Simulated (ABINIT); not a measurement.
# A GW run on RbAsF6 (R-3) in ABINIT, with inputs changed, part 2 of 2

A base run on RbAsF6 (R-3), then changed inputs.

ABINIT 10.8.3; LDA and many-body steps on it, plane waves. Known limits of the many-body steps: not at the basis limit; exchange with frozen shells missing; no spin-orbit coupling; coarse k mesh.

So far. Step 2 (Screening, 2×2×2 mesh, 72 bands, screening to 87.1 eV): Local fields lower ε∞ by 10 %. On a Γ-centred mesh this coarse the value itself is usually too large, while a short band sum pulls it down. Step 3 (Base): The gap on the mesh goes from 5.39 eV to 10.55 eV, a correction of +5.16 eV.

**6. Broadening of the poles**

Level of this step: G0W0 on LDA, plane waves, norm-conserving pseudopotentials (ABINIT).

Input file run.abi:

```
acell 3*1.0 Angstrom
rprim 
  3.717458802479 2.146275840312 2.475880428600
  -3.717458802479 2.146275840312 2.475880428600
  0.000000000000 -4.292551680625 2.475880428600
ntypat 3
znucl 37 33 9
natom 8
typat 1 2 3 3 3 3 3 3
xred 
  0.500000000000 0.500000000000 0.500000000000
  0.000000000000 0.000000000000 0.000000000000
  0.077414800000 0.712012140000 0.799611640000
  0.799611640000 0.077414800000 0.712012140000
  0.287987860000 0.200388360000 0.922585200000
  0.200388360000 0.922585200000 0.287987860000
  0.922585200000 0.287987860000 0.200388360000
  0.712012140000 0.799611640000 0.077414800000
pp_dirpath "pseudos"
pseudos "Rb.upf, As.upf, F.upf"
ecut 36
ngkpt 2 2 2
nshiftk 1
shiftk 0 0 0
kptopt 1
chksymbreak 0
istwfk *1
occopt 1
irdwfk 1
optdriver 4
nband 72
gwcalctyp 0
ecutsigx 36
symsigma 1
nkptgw 1
kptgw 
  0.0000000000 0.0000000000 0.0000000000
bdgw 
  31 35
ecuteps 3.2
irdscr 1
ppmodel 1
zcut 1.0 eV
indata_prefix "in"
outdata_prefix "out"
tmpdata_prefix "tmp"
```

Started as:

```bash
$ OMP_NUM_THREADS=1 mpirun -n 4 abinit run.abi > log
```

Output:

```text
.Version 10.8.3 of ABINIT. v10.8.2 released Aug 2026.

 Symmetries : space group R-3 (#148); Bravais hR (rhombohedral)
[... echo of the input left out ...]
== DATASET  1 ==================================================================
-   mpi_nproc: 4, omp_nthreads: 1 (-1 if OMP is not activated)

--- !DatasetInfo
iteration_state: {dtset: 1, }
dimensions: {natom: 8, nkpt: 4, mband: 72, nsppol: 1, nspinor: 1, nspden: 1, mpw: 8260, }
cutoff_energies: {ecut:  36.0, pawecutdg:  -1.0, }
[...]
33  -2.573 -22.945 -30.863   5.237   0.815  -0.228 -25.129  -2.184  -4.758
       34   2.815 -18.339 -13.313  -1.611   0.873  -0.146 -15.358   2.980   5.795
       35   7.225 -12.866  -7.423  -2.195   0.883  -0.132  -9.996   2.870  10.095

== END DATASET(S) ==============================================================
================================================================================

 -outvars: echo values of variables after computation  --------
           etotal      0.0000000000E+00
            nband          72
             nkpt           4
          spgroup         148
 [... the other variables as echoed above ...]

 Calculation completed.
```

The job ended after 5 s (4 MPI ranks of Arm Neoverse V1, shared host; peak memory 0.48 GiB).

This step gave:

```yaml
g0w0_gap_on_the_points_computed: 10.55 eV
starting_gap_on_the_mesh: 5.388 eV
k_of_the_valence_top: 0, 0, 0
k_of_the_conduction_bottom: 0, 0, 0
least_direct_g0w0_gap_on_the_computed_points: 10.55 eV
```

Against G0W0 in ABINIT (2×2×2 mesh, 72 bands, screening to 87.1 eV, Godby-Needs plasmon pole), the gap moves by +0.000 eV.

**7. No symmetry in the self-energy**

run.abi: that of step 6 with these lines changed.

```diff
@@ -33,3 +33,3 @@
 ecutsigx 36
-symsigma 1
+symsigma 0
 nkptgw 1
@@ -42,3 +42,2 @@
 ppmodel 1
-zcut 1.0 eV
 indata_prefix "in"
```

Output:

```text
.Version 10.8.3 of ABINIT. v10.8.2 released Aug 2026.

 Symmetries : space group R-3 (#148); Bravais hR (rhombohedral)
[... echo of the input left out ...]
== DATASET  1 ==================================================================
-   mpi_nproc: 4, omp_nthreads: 1 (-1 if OMP is not activated)

--- !DatasetInfo
iteration_state: {dtset: 1, }
dimensions: {natom: 8, nkpt: 4, mband: 72, nsppol: 1, nspinor: 1, nspden: 1, mpw: 8260, }
cutoff_energies: {ecut:  36.0, pawecutdg:  -1.0, }
[...]
33  -2.573 -22.945 -30.863   5.237   0.815  -0.228 -25.130  -2.184  -4.758
       34   2.815 -18.339 -13.313  -1.611   0.873  -0.146 -15.358   2.980   5.795
       35   7.225 -12.866  -7.423  -2.173   0.884  -0.131  -9.975   2.891  10.117

== END DATASET(S) ==============================================================
================================================================================

 -outvars: echo values of variables after computation  --------
           etotal      0.0000000000E+00
            nband          72
             nkpt           4
          spgroup         148
 [... the other variables as echoed above ...]

 Calculation completed.
```

The job ended after 6.3 s (4 MPI ranks; peak memory 0.75 GiB; 25 s of CPU time).

This step gave:

- G0W0 gap on the points computed: 10.55 eV
- starting gap on the mesh: 5.388 eV
- k of the valence top: 0, 0, 0
- k of the conduction bottom: 0, 0, 0
- least direct G0W0 gap on the computed points: 10.55 eV

Against G0W0 in ABINIT (2×2×2 mesh, 72 bands, screening to 87.1 eV, Godby-Needs plasmon pole), the gap moves by +0.000 eV.

**8. Contour deformation on a plasmon-pole file**

run.abi: that of step 7 with these lines changed.

```diff
@@ -31,5 +31,5 @@
 nband 72
-gwcalctyp 0
+gwcalctyp 2
 ecutsigx 36
-symsigma 0
+symsigma 1
 nkptgw 1
@@ -41,3 +41,2 @@
 irdscr 1
-ppmodel 1
 indata_prefix "in"
```

Output:

```text
.Version 10.8.3 of ABINIT. v10.8.2 released Aug 2026.

 Symmetries : space group R-3 (#148); Bravais hR (rhombohedral)
================================================================================
 Values of the parameters that define the memory need of the present run
     intxc =       0    ionmov =       0      iscf =       7    lmnmax =       6
     lnmax =       6     mgfft =      54  mpssoang =       3    mqgrid =    3001
     natom =       8  nloc_mem =       1    nspden =       1   nspinor =       1
    nsppol =       1      nsym =       6    n1xccc =    2501    ntypat =       3
    occopt =       1   xclevel =       1
-    mband =          72        mffmem =           1         mkmem =           1
       mpw =        8260          nfft =      157464          nkpt =           4
================================================================================
  Rough estimation (10% accuracy) of disk space for files :
================================================================================

--------------------------------------------------------------------------------
------------- Echo of variables that govern the present computation ------------
--------------------------------------------------------------------------------
 -outvars: echo values of preprocessed input variables --------
            acell      1.8897261259E+00  1.8897261259E+00  1.8897261259E+00 Bohr

             bdgw          31      35
      chksymbreak           0
             ecut      3.60000000E+01 Hartree
          ecuteps      3.20000000E+00 Hartree
         ecutsigx      3.60000000E+01 Hartree
          ecutwfn      3.60000000E+01 Hartree
-          fftalg         312
        gwcalctyp           2
           irdscr           1
           irdwfk           1

[...]
setmesh: FFT mesh size selected  =    50x   50x   50
          total number of points  =       125000

 Number of electrons calculated from density =   66.0000; Expected =   66.0000
 average of density, n =  0.082515
 r_s =    1.4249
 omega_plasma =   27.7091 [eV]

 === KS Band Gaps ===
  >>>> For spin  1
   Minimum direct gap =   5.3882 [eV], located at k-point      :   0.0000  0.0000  0.0000
   Fundamental gap    =   5.3882 [eV], Top of valence bands at :   0.0000  0.0000  0.0000
                                       Bottom of conduction at :   0.0000  0.0000  0.0000
 SIGMA fundamental parameters:
 CONTOUR DEFORMATION
 number of plane-waves for SigmaX                 8233
 number of plane-waves for SigmaC and W            213
 number of plane-waves for wavefunctions          8233
 number of bands                                    72
 number of independent spin polarizations            1
 number of spinorial components                      1
 number of k-points in IBZ                           4
 number of q-points in IBZ                           4
 number of symmetry operations                       6
 number of k-points in BZ                            8
 number of q-points in BZ                            8
 number of frequencies for dSigma/dE                 9
 frequency step for dSigma/dE [eV]                0.25
 number of omega for Sigma on real axis              0
 max omega for Sigma on real axis  [eV]           0.00
 zcut for avoiding poles [eV]                     0.10

 EPSILON^-1 parameters (SCR file):
 dimension of the eps^-1 matrix on file            213
 dimension of the eps^-1 matrix used               213
 number of plane-waves for wavefunctions          8233
 number of bands                                    72
 number of q-points in IBZ                           4
 number of frequencies                               2
 number of real frequencies                          1
 number of imag frequencies                          1

 matrix elements of self-energy operator (all in [eV])

 Perturbative Calculation

--- !ERROR
message: |
    Fatal error

--- !ERROR
message: |
    Fatal error

--- from the log ---
Fatal error
```

Run time: 3.8 s. Hardware: 4 MPI ranks; peak memory 0.6 GiB.

The run stopped with an error after 3.8 s.

The fault put into this input: contour deformation on a plasmon-pole file.

**9. Another k mesh than the file's**

run.abi: that of step 8 with these lines changed.

```diff
@@ -21,3 +21,3 @@
 ecut 36
-ngkpt 2 2 2
+ngkpt 3 3 3
 nshiftk 1
@@ -31,3 +31,3 @@
 nband 72
-gwcalctyp 2
+gwcalctyp 0
 ecutsigx 36
@@ -41,2 +41,3 @@
 irdscr 1
+ppmodel 1
 indata_prefix "in"
```

Output:

```text
.Version 10.8.3 of ABINIT. v10.8.2 released Aug 2026.

 Symmetries : space group R-3 (#148); Bravais hR (rhombohedral)
================================================================================
 Values of the parameters that define the memory need of the present run
     intxc =       0    ionmov =       0      iscf =       7    lmnmax =       6
     lnmax =       6     mgfft =      54  mpssoang =       3    mqgrid =    3001
     natom =       8  nloc_mem =       1    nspden =       1   nspinor =       1
    nsppol =       1      nsym =       6    n1xccc =    2501    ntypat =       3
    occopt =       1   xclevel =       1
-    mband =          72        mffmem =           1         mkmem =           2
       mpw =        8270          nfft =      157464          nkpt =           6
================================================================================
  Rough estimation (10% accuracy) of disk space for files :
================================================================================

--------------------------------------------------------------------------------
------------- Echo of variables that govern the present computation ------------
--------------------------------------------------------------------------------
 -outvars: echo values of preprocessed input variables --------
            acell      1.8897261259E+00  1.8897261259E+00  1.8897261259E+00 Bohr

             bdgw          31      35
      chksymbreak           0
             ecut      3.60000000E+01 Hartree
          ecuteps      3.20000000E+00 Hartree
         ecutsigx      3.60000000E+01 Hartree
          ecutwfn      3.60000000E+01 Hartree
-          fftalg         312
           irdscr           1
           irdwfk           1

              ixc       -1012
[...]
Unit cell volume ucvol=  7.9985124E+02 bohr^3
 Angles (23,13,12)=  9.72125476E+01  9.72125476E+01  9.72125476E+01 degrees

--- Pseudopotential description ------------------------------------------------
- Rb Generated using ONCVPSP code by D. R. Hamann
- 37.00000   9.00000  180309                  znucl, zion, pspdat
12 -1012 2 -1 2226                            pspcod,pspxc,lmax,lloc,mmax
     nproj     2     2     2
  pspatm : epsatm=   34.43095479
         --- l  ekb(1:nproj) -->
[...]
pspatm: atomic psp has been read  and splines computed

- As Generated using ONCVPSP code by D. R. Hamann
- 33.00000  15.00000  180309                  znucl, zion, pspdat
12 -1012 2 -1 1326                            pspcod,pspxc,lmax,lloc,mmax
     nproj     2     2     2
  pspatm : epsatm=   28.05037194
         --- l  ekb(1:nproj) -->
[...]
pspatm: atomic psp has been read  and splines computed

- F Generated using ONCVPSP code by D. R. Hamann
-  9.00000   7.00000  201202                  znucl, zion, pspdat
12 -1012 2 -1 824                             pspcod,pspxc,lmax,lloc,mmax
     nproj     2     2     1
  pspatm : epsatm=    4.94580260
         --- l  ekb(1:nproj) -->
             0    6.487052    1.061847
             1   -4.029087   -1.312559
             2   -2.364936
 pspatm: atomic psp has been read  and splines computed

   6.08230539E+03                                ecore*ucvol(ha*bohr**3)
--------------------------------------------------------------------------------

--- !ERROR
message: |
    Cannot continue, basic dimensions/parameters reported in the header do not agree with input file.
    Check consistency between the content of the WFK external file and the input file.

--- !ERROR
message: |
    Cannot continue, basic dimensions/parameters reported in the header do not agree with input file.
    Check consistency between the content of the WFK external file and the input file.

--- from the log ---
Cannot continue, basic dimensions/parameters reported in the header do not agree with input file.
    Check consistency between the content of the WFK external file and the input file.
```

Wall time 2.8 s (4 MPI ranks); peak memory 0.06 GiB.

The run stopped with an error after 2.8 s.

The program's words: Cannot continue, basic dimensions/parameters reported in the header do not agree with input file. Check consistency between the content of the WFK external file and the input file.

The fault put into this input: another k mesh than the file's.

**10. The runs together**

Times are wall times on 4 MPI ranks of Arm Neoverse V1, shared host, good to a factor of about two. A run's time includes the screening step that it read.

```csv
run,mesh,bands,screening cutoff (eV),DFT gap (eV),gap on the mesh (eV),direct (eV),ε∞ used,time
base,2×2×2,72,87.1,5.388,10.553,10.553,1.99,26 s
fewer bands in the self-energy,2×2×2,39,87.1,5.388,10.824,10.824,1.99,26 s
exchange cutoff,2×2×2,72,87.1,5.388,10.556,10.556,1.99,27 s
broadening of the poles,2×2×2,72,87.1,5.388,10.553,10.553,1.99,26 s
no symmetry in the self-energy,2×2×2,72,87.1,5.388,10.553,10.553,1.99,28 s
```

**11. Outcome**

```yaml
base: 10.553 eV
fewer_bands_in_the_self_energy: 10.824 eV
exchange_cutoff: 10.556 eV
broadening_of_the_poles: 10.553 eV
no_symmetry_in_the_self_energy: 10.553 eV
known_limits: not at the basis limit; exchange with frozen shells missing; no spin-orbit coupling; coarse k mesh
```

What this shows: Fewer bands in the self-energy: +0.271 eV against base (keys changed: nband). Exchange cutoff: +0.003 eV against base (keys changed: ecutsigx). Broadening of the poles: no change against base (keys changed: zcut). No symmetry in the self-energy: no change against base (keys changed: symsigma). Bands and cutoff are finite, so the gap is not at the basis limit. The miss can reach some tenths of an eV and take either sign; the mesh is an error of its own. In the G0W0 runs levels were corrected at 1 k point alone, so a gap called «on the mesh» is the least over those, and an edge elsewhere would be missed. The 2×2×2 mesh is coarse for this cell, which bears on the long-range parts of exchange and screening. The norm-conserving file of at least one element keeps a d shell over frozen s and p shells of the same row. Exchange with those shells is missing from the self-energy, an error of 0.3 to 0.9 eV in cases checked, whose sign depends on which edge lies on those atoms. The many-body steps are scalar-relativistic: spin-orbit coupling is not in them.

[Paths, hosts, dates, memory and timing lines, banners, echoed tables and standing remarks are left out of the program output.]

[Logs are printed without paths, hosts, clocks, repeated set-up lines and the standing remarks that a program may print on its own settings, such as how far it seeks lower states.]

[Runs of the session that timed out or met a known fault of the program may be left out.]

[Hosts, paths, dates, database ids (printed as entryN), source tags and the programs' standing remarks are cut or masked in the printed files.]

[G0W0 gaps are taken among the corrected bands and points alone; a level outside them can change the order at an edge.]

[Where Ansatz stands beside ABINIT at settings called matched, ABINIT's density can come from a denser mesh and the files from another edition; pairs whose starting gaps differed by over 0.03 eV were left out, so agreement reads better than it is.]
